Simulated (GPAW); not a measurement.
# Magnetic state of GdCrN from several starts, part 2 of 2

Wanted: the moments of GdCrN and the energy of each order that was tried.

GPAW 26.7.0; PBE with U = 3.5 eV on Cr d and U = 6 eV on Gd f; plane waves with GPAW's PAW setups, scalar-relativistic.

So far, largest spin moment in the augmentation sphere (μB): step 2 (order 1, typed as ferro ++++) 6.93; step 3 (start 2: antiferro +-+-) 6.98.

### Step 4. Start 3: ferri +-++

Another pattern of signs weighs the neighbour shells otherwise.

Input file order3.py:

```python
import json
import numpy as np
from ase import Atoms
from ase.parallel import paropen, parprint
from gpaw import GPAW

atoms = Atoms(['Gd', 'Gd', 'Cr', 'Cr', 'N', 'N'],
    cell=[[3.701545, 0.0, 0.0],
         [0.0, 3.701545, 0.0],
         [0.0, 0.0, 7.077257]],
    scaled_positions=[[0.0, 0.0, 0.75],
         [0.0, 0.0, 0.25],
         [0.5, 0.5, 0.0],
         [0.5, 0.5, 0.5],
         [0.5, 0.0, 0.5],
         [0.0, 0.5, 0.0]],
    pbc=True,
    magmoms=[7.0, -7.0, 3.0, 3.0, 0.0, 0.0])
atoms.calc = GPAW(mode={'name': 'pw', 'ecut': 700},
    xc='PBE',
    kpts={'size': (6, 6, 6), 'gamma': True},
    occupations={'name': 'fermi-dirac', 'width': 0.15},
    convergence={'density': 1e-05, 'energy': 1e-05},
    maxiter=200,
    setups={'Cr': ':d,3.5', 'Gd': ':f,6.0'},
    symmetry={'tolerance': 1e-4},
    txt='order3.txt')
e = atoms.get_potential_energy(force_consistent=True)
res = {'free_energy': e, 'energy_sigma0': atoms.get_potential_energy(), 'fermi_energy': atoms.calc.get_fermi_level()}
res['moments'] = atoms.get_magnetic_moments().tolist()
res['total'] = atoms.get_magnetic_moment()
parprint('site moments (muB):', np.round(res['moments'], 3))
parprint(f"total moment: {res['total']:.3f} muB")
parprint(f'free energy: {e:.6f} eV')
atoms.calc.write('order3.gpw')
with paropen('results.json', 'w') as f:
    json.dump(res, f)
```

The run is started by

```
> OMP_NUM_THREADS=1 mpirun -n 4 gpaw python order3.py > order3.log
```

Numbers of over 12 decimals in the logs are rounded to 6 here.

The log of the run:

```text
site moments (muB): [ 6.932 -7.022  3.152  3.152 -0.099 -0.099]
total moment: 6.330 muB
free energy: -62.882382 eV

--- order3.txt ---
Input parameters:
  mode=PW(ecut=700),
  convergence={'density': 1e-05, 'energy': 1e-05},
  kpts=MonkhorstPack(size=(6, 6, 6), gamma=True),
  maxiter=200,
  occupations=Occupations(name='fermi-dirac', width=0.15),
  setups={'Cr': ':d,3.5', 'Gd': ':f,6.0'},
[...]
|         25 |         7.269 |     1.000 |         9.232 |     0.995 |
[...]
|         34 |        11.203 |     0.000 |        13.152 |     0.000 |
|         35 |        11.435 |     0.000 |        13.652 |     0.000 |
|         36 |        12.626 |     0.000 |        13.652 |     0.000 |
|        ... |               |           |               |           |
|         42 |        14.147 |     0.000 |        14.925 |     0.000 |

No gap
No difference between direct/indirect transitions


[key lines of the parts left out:]
Free energy:     -62.882382
Converged in 26 steps
dipole moment: (-50.558012, -50.558022, -34.609185)  # |e|*Ang
Fermi level: 10.014
```

Elapsed: 2.5 min, on 4 MPI ranks of Intel Xeon 6975P-C (Granite Rapids), shared host; peak memory 1.5 GiB.

Spin moment in the augmentation sphere by atom:

```tsv
atom	spin moment in the augmentation sphere (μB)
Gd1	6.93
Gd2	-7.02
Cr3	3.15
Cr4	3.15
N5	-0.10
N6	-0.10
```

This step gave:

```yaml
magnetization: 6.330 μB
final_state: ferrimagnetic
```

It lies 31.0 meV a seeded atom under the first start, and its largest moment is 7.02 μB against 6.93 μB.

### Step 5. Start 4: ferri ++--

An opposed order shows whether the pairs that it reverses prefer unlike signs.

order4.py is the script of step 4 with these lines changed:

```diff
@@ -17,3 +17,3 @@
     pbc=True,
-    magmoms=[7.0, -7.0, 3.0, 3.0, 0.0, 0.0])
+    magmoms=[7.0, 7.0, -3.0, -3.0, 0.0, 0.0])
 atoms.calc = GPAW(mode={'name': 'pw', 'ecut': 700},
@@ -26,3 +26,3 @@
     symmetry={'tolerance': 1e-4},
-    txt='order3.txt')
+    txt='order4.txt')
 e = atoms.get_potential_energy(force_consistent=True)
@@ -34,3 +34,3 @@
 parprint(f'free energy: {e:.6f} eV')
-atoms.calc.write('order3.gpw')
+atoms.calc.write('order4.gpw')
 with paropen('results.json', 'w') as f:
```

The run is started by

```
> OMP_NUM_THREADS=1 mpirun -n 4 gpaw python order4.py > order4.log
```

The log of the run:

```text
site moments (muB): [ 7.013  7.013 -3.151 -3.151  0.08   0.08 ]
total moment: 8.001 muB
free energy: -62.991607 eV

--- order4.txt ---
Input parameters:
  mode=PW(ecut=700),
  convergence={'density': 1e-05, 'energy': 1e-05},
  kpts=MonkhorstPack(size=(6, 6, 6), gamma=True),
  maxiter=200,
  occupations=Occupations(name='fermi-dirac', width=0.15),
  setups={'Cr': ':d,3.5', 'Gd': ':f,6.0'},
[...]
|         25 |         6.133 |     1.000 |         9.102 |     0.997 |
[...]
|         34 |        12.091 |     0.000 |        13.739 |     0.000 |
|         35 |        12.221 |     0.000 |        13.739 |     0.000 |
|         36 |        12.543 |     0.000 |        13.834 |     0.000 |
|        ... |               |           |               |           |
|         43 |        14.803 |     0.000 |        15.368 |     0.000 |

No gap
No difference between direct/indirect transitions

[key lines of the parts left out:]
Free energy:     -62.991607
Converged in 25 steps
dipole moment: (-50.562858, -50.562868, -34.671834)  # |e|*Ang
Fermi level: 9.956
```

It took 2.3 min on 4 MPI ranks; peak memory 1.5 GiB; 9.3 min of CPU time.

Numbers from this step:

* magnetization: 8.001 μB
* final state: ferrimagnetic
* largest moment: 7.013 μB

It lies 58.3 meV a seeded atom under the first start, and its largest moment is 7.01 μB against 6.93 μB.

### Step 6. Order 5, typed as no spin polarisation

This run holds no moments, which gives a state to set the others against.

nospin.py is the script of step 5 with these lines changed:

```diff
@@ -16,4 +16,3 @@
          [0.0, 0.5, 0.0]],
-    pbc=True,
-    magmoms=[7.0, 7.0, -3.0, -3.0, 0.0, 0.0])
+    pbc=True)
 atoms.calc = GPAW(mode={'name': 'pw', 'ecut': 700},
@@ -26,11 +25,7 @@
     symmetry={'tolerance': 1e-4},
-    txt='order4.txt')
+    txt='nospin.txt')
 e = atoms.get_potential_energy(force_consistent=True)
 res = {'free_energy': e, 'energy_sigma0': atoms.get_potential_energy(), 'fermi_energy': atoms.calc.get_fermi_level()}
-res['moments'] = atoms.get_magnetic_moments().tolist()
-res['total'] = atoms.get_magnetic_moment()
-parprint('site moments (muB):', np.round(res['moments'], 3))
-parprint(f"total moment: {res['total']:.3f} muB")
 parprint(f'free energy: {e:.6f} eV')
-atoms.calc.write('order4.gpw')
+atoms.calc.write('nospin.gpw')
 with paropen('results.json', 'w') as f:
```

The run is started by

```
> OMP_NUM_THREADS=1 mpirun -n 4 gpaw python nospin.py > nospin.log
```

The log of the run:

```text
free energy: -35.849355 eV

--- nospin.txt ---
Input parameters:
  mode=PW(ecut=700),
  convergence={'density': 1e-05, 'energy': 1e-05},
  kpts=MonkhorstPack(size=(6, 6, 6), gamma=True),
  maxiter=200,
  occupations=Occupations(name='fermi-dirac', width=0.15),
  setups={'Cr': ':d,3.5', 'Gd': ':f,6.0'},
  symmetry=Symmetry(tolerance=0.0001),
  xc=XC(name='PBE')

Diagonalizing LCAO Hamiltonian
Converting LCAO to pw mode
[...]
|          0 |       -32.092 |     2.000 |
|        ... |               |           |
|         22 |         8.103 |     2.000 |
|         23 |         8.107 |     2.000 |
|         24 |         8.241 |     1.999 |
|         25 |         8.241 |     1.999 |
[...]
|         35 |        12.389 |     0.000 |
|         36 |        12.389 |     0.000 |
|         37 |        12.508 |     0.000 |
|         38 |        12.508 |     0.000 |

No gap
No difference between direct/indirect transitions

[key lines of the parts left out:]
Free energy:     -35.849355
Converged in 82 steps
dipole moment: (-49.927417, -49.927428, -34.997831)  # |e|*Ang
Fermi level: 9.457
```

It took 3.4 min on 4 MPI ranks; peak memory 1.2 GiB; 14 min of CPU time.

Numbers from this step:

| Item | Value |
| --- | --- |
| final state | non-magnetic (no spin polarisation) |

It lies 6727 meV a seeded atom over the first start.

### Step 7. A faulty input

An input with a fault is tried, to see how the program answers.

Input file run.py:

```python
import json
import numpy as np
from ase import Atoms
from ase.parallel import paropen, parprint
from gpaw import GPAW

atoms = Atoms(['Gd', 'Gd', 'Cr', 'Cr', 'N', 'N'],
    cell=[[3.701545, 0.0, 0.0],
         [0.0, 3.701545, 0.0],
         [0.0, 0.0, 7.077257]],
    scaled_positions=[[0.0, 0.0, 0.75],
         [0.0, 0.0, 0.25],
         [0.5, 0.5, 0.0],
         [0.5, 0.5, 0.5],
         [0.5, 0.0, 0.5],
         [0.0, 0.5, 0.0]],
    pbc=True,
    magmoms=[7.0, 7.0, 3.0, 3.0, 0.0, 0.0])
atoms.calc = GPAW(mode={'name': 'pw', 'ecut': 700},
    xc='PBE',
    kpts={'size': (0, 6, 6), 'gamma': True},
    occupations={'name': 'fermi-dirac', 'width': 0.15},
    convergence={'density': 1e-05, 'energy': 1e-05},
    maxiter=60,
    setups={'Cr': ':d,3.5', 'Gd': ':f,6.0'},
    symmetry={'tolerance': 1e-4},
    txt='run.txt')
e = atoms.get_potential_energy(force_consistent=True)
res = {'free_energy': e, 'energy_sigma0': atoms.get_potential_energy(), 'fermi_energy': atoms.calc.get_fermi_level()}
res['moments'] = atoms.get_magnetic_moments().tolist()
res['total'] = atoms.get_magnetic_moment()
parprint('site moments (muB):', np.round(res['moments'], 3))
parprint(f"total moment: {res['total']:.3f} muB")
parprint(f'free energy: {e:.6f} eV')
atoms.calc.write('run.gpw')
with paropen('results.json', 'w') as f:
    json.dump(res, f)
```

The run is started by

```
> OMP_NUM_THREADS=1 mpirun -n 4 gpaw python run.py > run.log
```

The log of the run:

```text
ZeroDivisionError: float division by zero
```

Wall time 12 s (4 MPI ranks); peak memory 0.62 GiB.

The program refused the input before any cycle.

The program's message: “ZeroDivisionError: float division by zero”

The fault put into the input: a mesh with a zero.

Each count of the mesh must be at least 1.

### Step 8. Energies of the orders

These are free energies at a smearing of 0.15 eV, so its entropy term is in the differences. They are divided by the number of seeded atoms, so that cells of unlike size compare.

Orders:

```tsv
start	final state	typed order kept	energy over the lowest (meV a seeded atom)	largest site moment (μB)	net moment (μB a primitive cell)	mesh matched	CPU time (s)
ferro ++++	ferromagnetic	yes	90.07	6.93	20.75	yes	673.7
antiferro +-+-	antiferromagnetic	yes	0	6.982	0	yes	479.4
ferri +-++	ferrimagnetic	yes	59.09	7.022	6.33	yes	587.5
ferri ++--	ferrimagnetic	yes	31.78	7.013	8.001	yes	559
no spin polarisation	non-magnetic	-	6817	0	0	yes	819.8
```

### Step 9. Summary of results

| Property | Result |
| --- | --- |
| lowest state found | antiferromagnetic (typed antiferro +-+-) |
| largest site moment | 6.98 μB |
| next state | ferrimagnetic, 31.8 meV a seeded atom higher |
| run without spin seeds, over the lowest | 6817 meV a seeded atom |

**Reading.** The lowest state found is antiferromagnetic, reached from the start antiferro +-+-, with moments up to 6.98 μB. The next state costs 32 meV a seeded atom. Under a U a spinless open shell is left with part-filled orbitals, which the U penalises, so its energy is no clean measure of what the moments gain. This is the lowest of 5 finished starts, no proof of the ground state. The f shell is half filled, so the spin-only picture is fair.

[Logs and program files are shortened in this print: banners, set-up blocks, solver, clock and traceback lines can be left out without a mark of their own.]

[Logs are printed without paths, hosts, clocks, repeated set-up lines and the standing remarks that a program may print on its own settings, such as how far it seeks lower states.]

[Hosts, paths, dates, database ids (printed as entryN), source tags and the programs' standing remarks are cut or masked in the printed files.]

[Where a cell is said to come from a database of computed structures, the database is the Materials Project.]
